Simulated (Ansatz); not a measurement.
## CaMgBr4 (P2/m): refractive index against wavelength

The refractive index of CaMgBr4 (P2/m) along x below the direct gap (3.58 eV on the mesh) is read from one computed spectrum, n = √(Re ε). x, y and z are the Cartesian axes of the input cell.

Cell: a, b, c = 6.498, 6.795, 4.142 Å (primitive vectors), 6 atoms.

Method: Ansatz 0.2.0, PBE, independent particles, k-mesh 4×4×6 with interpolation inside its cells, Gaussian parameter 0.1 eV.

Launch of the response step: `ansatz run input.yaml --threads 2 --pin off --max-ram 5120MiB --backend cpu --events-out ev --progress --plain --runs-dir out`. The run took 2.0 min, on 2 threads of Intel(R) Xeon(R) Platinum 8259CL CPU @ 2.50GHz (Skylake/Cascade Lake), with other jobs on the host.

| wavelength (nm) | photon energy E (eV) | n |
| --- | --- | --- |
| 1550 | 0.800 | 1.9251 |
| 1310 | 0.946 | 1.9285 |
| 1064 | 1.165 | ? |
| 850 | 1.459 | 1.9451 |
| 700 | 1.771 | 1.9595 |
| 633 | 1.959 | 1.9699 |
| 532 | 2.331 | 1.9955 |

In the single-oscillator model n² − 1 = E₀E_d/(E₀² − E²), so 1/(n² − 1) = E₀/E_d − E²/(E₀E_d) is linear in E².

Working, on the rows shown:

| x = E² (eV²) | y = 1/(n² − 1) |
| --- | --- |
| 0.639837 | 0.369548 |
| 0.895757 | 0.367767 |
| 2.12762 | 0.359271 |
| 3.13716 | 0.352157 |
| 3.83641 | 0.347161 |
| 5.43137 | 0.335343 |

Means: x̄ = 2.678, ȳ = 0.35521. Σ(x − x̄)(y − ȳ) = -0.1193, Σ(x − x̄)² = 16.77. Slope = -0.1193 / 16.77 = -0.007113; intercept = ȳ − slope · x̄ = 0.37426. Turned back into n, the line misses the rows shown by at most 0.00062.

Task: What does the fit predict for the withheld row, and how well does it do?

Result: At x = 1.3578 the line gives y = 0.3646, that is 1.9346. The run gave 1.9346, so the interpolation holds to the digits printed.

Refitted with all rows, the slope is -0.007113 and the intercept 0.37426. These give E₀ = √(intercept/−slope) = 7.25 eV and E_d = E₀/intercept = 19.4 eV; E₀ is 2.0 times the direct gap. The electronic limit at long wavelengths, without lattice vibrations, is n = √(1 + 1/intercept) = 1.916. The structure is a model and need not exist. Excitons are left out and so are local fields; PBE gaps are as a rule too small. Spin-orbit coupling is left out.
